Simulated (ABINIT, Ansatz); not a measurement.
Entries from a set of simulations; values are calculated unless marked as measured.

### A GW chain in ABINIT: Li3OCl (Pm-3m)

It takes space group Pm-3m (No. 221, cubic). The conventional cell has a = 3.908 Å, b = 3.908 Å, c = 3.908 Å, α = 90.00°, β = 90.00°, γ = 90.00°. Li has 2 O at 1.95 Å and 8 Li at 2.76 Å and 4 Cl at 2.76 Å nearest. Cl has 12 Li at 2.76 Å nearest. O has 6 Li at 1.95 Å nearest. Farther neighbours, and contacts between anions beyond the nearest, are not listed.

```yaml
method: RPA screening on PBEsol, plane waves, norm-conserving pseudopotentials (and 2 further levels or steps)
program: ABINIT 10.8.3
settings: cutoff 36 Ha, PseudoDojo scalar-relativistic 0.4.1 standard, norm-conserving, ngkpt (4, 4, 4), nband 146, ecuteps 6.5 Ha, inclvkb 2, shiftk (0, 0, 0), symchi 1, awtr 1, frequency ppm, 4×4×4 k-mesh
cost: 5 runs, 6.6 min in all on 4 MPI ranks of Intel Xeon Platinum 8259CL at 2.50GHz (Skylake/Cascade Lake), shared host
notes: The program’s warnings: nkpt*nsppol () is not a multiple of nproc spkpt (). The cell and positions are those that the Materials Project relaxed with its own functionals (PBE, PBE+U or r2SCAN), kept fixed. The 4×4×4 mesh is coarse for this cell, which bears on the long-range parts of exchange and screening.
pbesol_gap: 4.61 eV, indirect
g0w0_gap_on_the_mesh: 6.80 eV
gw_settings: 4×4×4 mesh, 146 bands, screening to 176.9 eV, Godby-Needs plasmon pole
known_limits: short of the basis limit; coarse k mesh
```

G0W0 moves the gap on the mesh from 4.61 eV to 6.80 eV (+2.19 eV), with Z of 0.78 and 0.84 at the edges. Local fields lower the RPA ε∞ on this mesh from 3.41 to 3.01; a Γ-centred mesh this coarse tends to raise both, most where the direct gap is narrow, while a short band sum lowers them.

[Long decimals in the printed logs are rounded to 6 places.]

[Logs are printed without paths, hosts, clocks, repeated set-up lines and the standing remarks that a program may print on its own settings, such as how far it seeks lower states.]

[Paths, hosts, dates, memory and timing lines, banners, echoed tables and standing remarks are left out of the program output; an Ansatz launch command may be rebuilt from the run's recorded settings. Measured values are a selection of at most five: reports struck by readers or far from the other reports are left out. None is set beside runs whose start may be inverted or whose files or cutoffs have a known fault.]

[Runs of the session that timed out or met a known fault of the program may be left out.]

[Hosts, paths, dates, database ids (printed as entryN), source tags and the programs' standing remarks are cut or masked in the printed files.]

[G0W0 gaps are taken among the corrected bands and points alone; a level outside them can change the order at an edge.]

[Where Ansatz stands beside ABINIT at settings called matched, ABINIT's density can come from a denser mesh and the files from another edition; pairs whose starting gaps differed by over 0.03 eV were left out, so agreement reads better than it is.]
